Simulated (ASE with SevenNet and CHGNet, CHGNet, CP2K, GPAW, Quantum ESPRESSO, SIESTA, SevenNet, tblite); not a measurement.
## Machine-learned potentials on twisted h-SiC/h-AlN monolayer on bilayer, 46.83° (114 atoms): settings against a plane-wave reference

Aim: run twisted h-SiC/h-AlN monolayer on bilayer, 46.83° (114 atoms) in machine-learned potentials and see how near its forces come to a plane-wave reference, and at what cost.

Program: ASE with SevenNet and CHGNet. Level of theory: the method is named at each step. Results are calculated unless marked as measured.

### 1. The starting structure

The cell holds 114 atoms: 38 Si, 38 C, 19 Al and 19 N. Its edges and angles: a = 13.578 Å, b = 13.578 Å, c = 18.580 Å, α = 90.0°, β = 90.0°, γ = 120.0°. It derives from SiC. H-SiC (a = 3.1 Å) under h-AlN (a = 3.13 Å), monolayer on bilayer, commensurate cell of 19 unit cells a layer, twist 46.83 deg, both strained to the mean lattice constant; facing planes 3.19, 3.39 Å apart; 12 Å of vacuum; layers as built, displaced by a Gaussian of 0.01 Å. Then every atom was moved at random, 0.05 Å r.m.s. a Cartesian component. Regions: layer 1, 38 atoms (19 Si and 19 C); layer 2, 38 atoms (19 Si and 19 C); layer 3, 38 atoms (19 Al and 19 N). Vacuum lies along c.

The yardstick, on the same geometry:

```
method                                           : Kohn-Sham DFT, PBE, SSSP efficiency 1.3.0 pseudopotentials, plane waves (Quantum ESPRESSO 7.5); sssp-pbe-1.3.0-efficiency, cutoffs 60/480 Ry, Γ point
r.m.s. force component                           : 1.783 eV/Å
longest force                                    : 8.011 eV/Å
gap (highest filled to lowest empty level) : 2.044 eV
time                                             : 15 min on 4 MPI ranks of Arm Neoverse V1, shared host
CPU time                                         : 60 min
```

### 2. SevenNet 0 potential

Method: machine-learned interatomic potential SevenNet 0, trained on PBE(+U) plane-wave data.

Contents of run.py:

```python
import numpy as np
from ase.io import read
import mlip  # loads the published weights by name

atoms = read("structure.xyz")
atoms.calc = mlip.calc("7net-0")
energy = atoms.get_potential_energy()
forces = atoms.get_forces()
print(f"energy {energy:.6f} eV")
print("forces (eV/A)")
for i, (a, f) in enumerate(zip(atoms, forces)):
    print(f"{i:4d} {a.symbol:2s} {f[0]:10.5f} {f[1]:10.5f} {f[2]:10.5f}")
```

Contents of structure.xyz:

```xyz
114
Lattice="13.57800 0.00000 0.00000 -6.78900 11.75889 0.00000 0.00000 0.00000 18.58000" Properties=species:S:1:pos:R:3 pbc="T T T"
Si -2.80942 9.11149 6.04277
C -1.73486 7.68326 5.97087
Si 3.59328 0.46354 5.92535
C -2.14560 10.77655 5.94058
Si 0.71841 1.66765 5.99892
C 1.74600 0.17921 6.00468
Si 0.39777 4.81280 6.12174
C 1.39249 3.29590 5.93166
Si -0.03646 7.83013 5.99075
C 1.10471 6.39002 5.93241
Si -0.32146 10.89614 5.99354
C 0.69329 9.43016 5.96808
Si 3.31330 3.43571 5.99298
C 4.23919 2.09708 5.91903
Si 2.89483 6.60803 6.04407
C 3.96321 5.20178 6.07993
Si 2.48858 9.65852 6.03701
C 3.62200 8.24545 5.95229
Si 8.89542 1.05677 5.99744
C 3.28289 11.35721 5.88837
Si 5.99822 2.29628 5.98183
C 7.10279 0.82359 5.94077
Si 5.72116 5.41861 6.00766
C 6.75818 3.87079 5.99168
Si 5.33140 8.48898 5.95991
C 6.30725 7.07391 6.01918
Si 4.94348 11.59568 6.00896
C 6.12252 10.15298 5.98536
Si 8.53561 4.12960 5.99595
C 9.57154 2.69090 5.96864
Si 8.17280 7.21961 6.00506
C 9.16644 5.82030 5.99428
Si -5.70038 10.31196 5.95526
C -4.67524 8.84563 5.96418
Si 11.43390 2.87387 6.03144
C 12.54689 1.48750 6.01936
Si -2.42720 5.88579 5.98034
C -1.45780 4.57339 5.96418
Si -2.13317 10.73105 9.20416
C -1.10892 9.26859 9.10513
Si 4.31957 2.09520 9.15938
C 5.34002 0.62028 9.17796
Si 1.50295 3.34352 9.20360
C 2.54703 1.80393 9.18186
Si 1.08875 6.34357 9.29093
C 2.11511 4.94308 9.25693
Si 0.66973 9.51894 9.10383
C 1.81789 8.04085 9.16068
Si 7.12872 0.82524 9.23426
C 1.38061 11.06206 9.25303
Si 3.91467 5.18167 9.26473
C 4.96982 3.69888 9.09454
Si 3.53788 8.28720 9.13820
C 4.64415 6.77982 9.27012
Si 3.13917 11.43517 9.15734
C 4.28990 9.84207 9.23222
[... 54 atom lines left out ...]
Al 10.24100 3.51461 12.54856
N 9.53325 5.08925 12.57569
Al 8.24782 8.42783 12.48576
N 7.49770 10.16685 12.59111
```

Launch:

```sh
$ OMP_NUM_THREADS=1 python run.py > output.txt
```

The program printed:

```text
energy -769.279785 eV
forces (eV/A)
   0 Si   -1.17660   -0.04610    0.25052
   1 C    -2.39733   -2.12266   -0.25264
   2 Si   -1.55602   -0.77061    0.51043
   3 C     0.63173   -0.36082   -0.17890
   4 Si    0.36673   -0.68423    0.49243
   5 C     1.61695    1.36978   -0.43365
   6 Si   -1.29001   -1.44465    0.06568
   7 C     2.06683    1.03244    0.08338
   8 Si    1.74120   -0.74480    0.40725
   9 C    -0.01415    1.40857   -0.09573
  10 Si   -0.78055    0.26194    0.31283
  11 C     0.87324    0.99540   -0.11172
  12 Si   -3.76501    4.35281    0.53447
  13 C     2.45980   -2.84227   -0.42807
  14 Si   -0.34803    0.48758    0.31842
  15 C    -0.66083   -1.96486   -0.33677
  16 Si    0.71971    0.62271    0.08968
  17 C    -1.87743    0.25406   -0.08463
  18 Si    0.35952   -1.07910    0.20292
  19 C    -4.01202   -0.41554    0.01763
  20 Si    0.52310   -1.10281    0.33803
  21 C     0.00758    0.21790   -0.07173
  22 Si    0.39353   -1.02767    0.48567
  23 C    -0.26864    1.88153   -0.24079
[...]
106 Al   -4.56272   -0.25171   -0.26707
 107 N     1.63040    0.41122    0.09615
 108 Al    0.17829   -2.65379   -0.04310
 109 N    -1.72825    2.62502    0.09373
 110 Al    3.21037    0.25822   -0.20208
 111 N     1.07233    2.34418    0.06190
 112 Al   -0.25134    0.19280    0.07609
 113 N    -0.65496   -2.51028   -0.08805
```

Wall time 9 s (1 thread of Arm Neoverse V1, shared host); peak memory 1 GiB.

Banners, paths, timers and routine set-up lines are dropped from the logs unmarked, and long logs keep their key lines alone; longer cuts are marked.

Against the reference:

- r.m.s. force component: 1.552 eV/Å
- r.m.s. difference of force components: 354 meV/Å
- longest difference of force vectors: 1669 meV/Å
- force difference over r.m.s. force: 19.86 %
- slope of forces against the reference's: 0.8594
- correlation of force components: 0.9869

Length of the force difference by element (eV/Å):

| element | atoms | mean | most |
| --- | --- | --- | --- |
| Al | 19 | 0.54 | 1.1 |
| C | 38 | 0.37 | 0.76 |
| N | 19 | 0.43 | 0.89 |
| Si | 38 | 0.78 | 1.7 |

The surroundings of Al109, picked at random, nearest first, numbered as they follow in the input and with coordinates relative to it.

| atom | x | y | z | distance (Å) | bonds | Fx | Fy | Fz (eV/Å) |
| --- | --- | --- | --- | --- | --- | --- | --- | --- |
| Al109 | 0.00 | 0.00 | 0.00 | 0.00 | 3 | 0.18 | -2.65 | -0.04 |
| N110 | -0.65 | 1.57 | -0.05 | 1.70 | 3 | -1.73 | 2.63 | 0.09 |
| N102 | 1.82 | -0.17 | 0.10 | 1.83 | 3 | -1.62 | -2.27 | 0.12 |
| N112 | -1.20 | -1.51 | 0.01 | 1.93 | 3 | 1.07 | 2.34 | 0.06 |
| Al99 | 2.79 | 1.21 | -0.06 | 3.04 | 3 | 1.12 | 2.54 | -0.04 |
| Al113 | -2.49 | 1.83 | -0.08 | 3.09 | 3 | -0.25 | 0.19 | 0.08 |
| Al111 | -0.49 | -3.08 | -0.02 | 3.12 | 3 | 3.21 | 0.26 | -0.20 |
| Al101 | 2.53 | -1.87 | 0.07 | 3.15 | 3 | -2.35 | 0.34 | -0.16 |
| Al107 | 0.37 | 3.14 | 0.00 | 3.16 | 3 | -4.56 | -0.25 | -0.27 |
| Al79 | -2.96 | -1.30 | 0.02 | 3.24 | 3 | 2.30 | 2.82 | -0.29 |

Atoms are counted from 1 here, from 0 in the log.

Forces lie 20 % from the reference's, at 0.0025 times its CPU time (on 1 against 4 cores).

### 3. CHGNet 0.3.0 potential

Method: machine-learned interatomic potential CHGNet 0.3.0, trained on PBE(+U) plane-wave data.

run.py, as its differences from that of step 2:

```diff
@@ -5,3 +5,3 @@
 atoms = read("structure.xyz")
-atoms.calc = mlip.calc("7net-0")
+atoms.calc = mlip.calc("chgnet-0.3.0")
 energy = atoms.get_potential_energy()
```

structure.xyz is that of step 2.

The program printed:

```text
CHGNet v0.3.0 initialized with 412,525 parameters
CHGNet will run on cpu
energy -775.329163 eV
forces (eV/A)
   0 Si   -1.28808   -0.16456   -0.25757
   1 C    -2.40428   -2.14775    0.13160
   2 Si   -1.09359   -0.76300    0.06224
   3 C     0.26876   -0.05741    0.16329
   4 Si    0.30169   -0.50370   -0.05428
   5 C     1.27916    0.85479    0.00295
   6 Si   -0.93719   -1.35896   -0.47151
   7 C     1.61751    0.76279    0.34962
   8 Si    2.15213   -0.69640   -0.13603
   9 C     0.03478    1.01319    0.24743
  10 Si   -0.45673    0.46223   -0.21444
  11 C     0.69408    0.73415    0.17408
  12 Si   -3.74937    4.65285    0.08410
  13 C     2.14818   -2.86680   -0.09933
  14 Si   -0.42662    0.13241   -0.20923
  15 C    -0.44778   -1.68649    0.06805
  16 Si    0.60369    0.68603   -0.36231
  17 C    -1.71220    0.34431    0.18160
  18 Si    0.28522   -0.94501   -0.23102
  19 C    -3.62148   -0.52525    0.23118
  20 Si    0.68377   -1.05106   -0.17340
  21 C    -0.09803    0.10225    0.23889
  22 Si    0.29202   -1.26471   -0.09182
  23 C    -0.22110    1.26859    0.07009
[...]
106 Al   -4.82240   -0.04995   -0.02460
 107 N     1.68223    0.25070    0.13680
 108 Al    0.37404   -2.89276    0.11791
 109 N    -1.71463    2.79920    0.07493
 110 Al    3.30069    0.31754   -0.04141
 111 N     0.89942    2.30852    0.11338
 112 Al   -0.13660    0.15351    0.19385
 113 N    -1.08759   -2.62668    0.03686
```

It took 4.1 s on 1 thread; peak memory 0.88 GiB.

Compared with the plane-wave run:

* r.m.s. force component: 1.517 eV/Å
* r.m.s. difference of force components: 346.9 meV/Å
* longest difference of force vectors: 1423 meV/Å
* force difference over r.m.s. force: 19.46 %
* slope of forces against the reference's: 0.8433
* correlation of force components: 0.9908

Against the first run (20 %), the force difference from the reference is 19 %, at 0.45 times the CPU time.

### 4. CHGNet r2SCAN potential

Method: machine-learned interatomic potential CHGNet r2SCAN, trained on r2SCAN plane-wave data.

run.py, as its differences from that of step 3:

```diff
@@ -5,3 +5,3 @@
 atoms = read("structure.xyz")
-atoms.calc = mlip.calc("chgnet-0.3.0")
+atoms.calc = mlip.calc("chgnet-r2scan")
 energy = atoms.get_potential_energy()
```

structure.xyz is that of step 3.

The program printed:

```text
CHGNet vr2scan initialized with 412,525 parameters
CHGNet will run on cpu
energy -1018.832947 eV
forces (eV/A)
   0 Si   -1.44895   -0.29279   -0.30119
   1 C    -2.14580   -2.32966    0.14954
   2 Si   -1.09111   -0.58913    0.02222
   3 C     0.19299   -0.03067    0.19284
   4 Si    0.32930   -0.50987   -0.12025
   5 C     1.25981    0.88217    0.03843
   6 Si   -1.02774   -1.25176   -0.44540
   7 C     1.78056    0.64016    0.35947
   8 Si    1.69519   -0.75167   -0.20530
   9 C     0.00477    1.22352    0.25326
  10 Si   -0.60054    0.48365   -0.22101
  11 C     0.80326    0.61736    0.17029
  12 Si   -3.38007    4.56013    0.01904
  13 C     1.82273   -2.64403   -0.01325
  14 Si   -0.46937    0.11762   -0.21407
  15 C    -0.84185   -2.04890    0.06407
  16 Si    0.52570    1.00670   -0.37060
  17 C    -1.40932    0.27919    0.19500
  18 Si    0.48111   -1.29573   -0.24795
  19 C    -3.56762   -0.38014    0.29074
  20 Si    0.67307   -1.04092   -0.21860
  21 C    -0.21727    0.20588    0.26140
  22 Si    0.50756   -1.41587   -0.18761
  23 C    -0.40343    1.39443    0.12247
[...]
106 Al   -4.11565   -0.06251   -0.10736
 107 N     1.35930    0.31147    0.07707
 108 Al    0.29418   -2.60141    0.01590
 109 N    -1.51230    2.43845    0.05744
 110 Al    2.64945    0.31888   -0.10660
 111 N     0.73960    1.89073    0.03935
 112 Al   -0.12029    0.18727    0.07433
 113 N    -0.70689   -2.20599   -0.05726
```

Wall time 3.7 s (1 thread); peak memory 0.88 GiB.

Compared with the plane-wave run:

| Property | Result |
| --- | --- |
| r.m.s. force component | 1.36 eV/Å |
| r.m.s. difference of force components | 485.9 meV/Å |
| longest difference of force vectors | 2360 meV/Å |
| force difference over r.m.s. force | 27.26 % |
| slope of forces against the reference's | 0.7537 |
| correlation of force components | 0.9882 |

Against the first run (20 %), the force difference from the reference is 27 %, at 0.42 times the CPU time; this potential was trained at another functional than the reference's, which explains only part of so large a difference.

### 5. The ladder

Differences are against the plane-wave reference, forces as r.m.s. over components; share is that over the reference's r.m.s. force, slope the least-squares factor from reference forces to these. Total energies of different programs have different zeros and aren't compared.

| run | Δ force, r.m.s. (meV/Å) | share (%) | slope | cores | CPU time | memory (GiB) |
| --- | --- | --- | --- | --- | --- | --- |
| reference | - | - | - | 4 | 60 min | 11 |
| SevenNet 0 potential | 354 | 19.9 | 0.859 | 1 | 8.8 s | 1.0 |
| CHGNet 0.3.0 potential | 347 | 19.5 | 0.843 | 1 | 4 s | 0.88 |
| CHGNet r2SCAN potential | 486 | 27.3 | 0.754 | 1 | 3.7 s | 0.88 |

Times of the machine-learned potentials are mostly Python's start and the loading of weights.

CPU time is summed over cores on a shared host, where runs went side by side, so it is rough. Symmetry, cutoffs, thresholds, outputs and thread counts weren't matched or tuned between programs; memory under MPI is the largest rank's times the ranks.

### 6. Summary of results

| Item | Value |
| --- | --- |
| nearest in forces | CHGNet 0.3.0 potential, 19 % |
| its CPU time | 4 s |

**Reading.** Machine-learned potentials differ by 19 % (CHGNet 0.3.0 potential) to 27 % (CHGNet r2SCAN potential); they were trained on other programs' data, some at another functional. Among those trained on PBE data the slope goes as low as 0.84, which softening far from their training structures can give, though the reference's k-sampling is untested too. Machine-learned potentials mimic data converged in k, so the reference's own k-point error enters their differences. The reference's PBE has no dispersion term, which matters for the binding between molecules or layers. The electronic-structure runs sample only Γ, in a cell whose shortest periodic width is 12 Å.

[Also dropped from logs without a mark: logging warnings of Python, and SIESTA's first energy breakdown and zero terms.]

[Logs are printed without paths, hosts, clocks, repeated set-up lines and the standing remarks that a program may print on its own settings, such as how far it seeks lower states.]

[Hosts, paths, dates, database ids (printed as entryN), source tags and the programs' standing remarks are cut or masked in the printed files.]
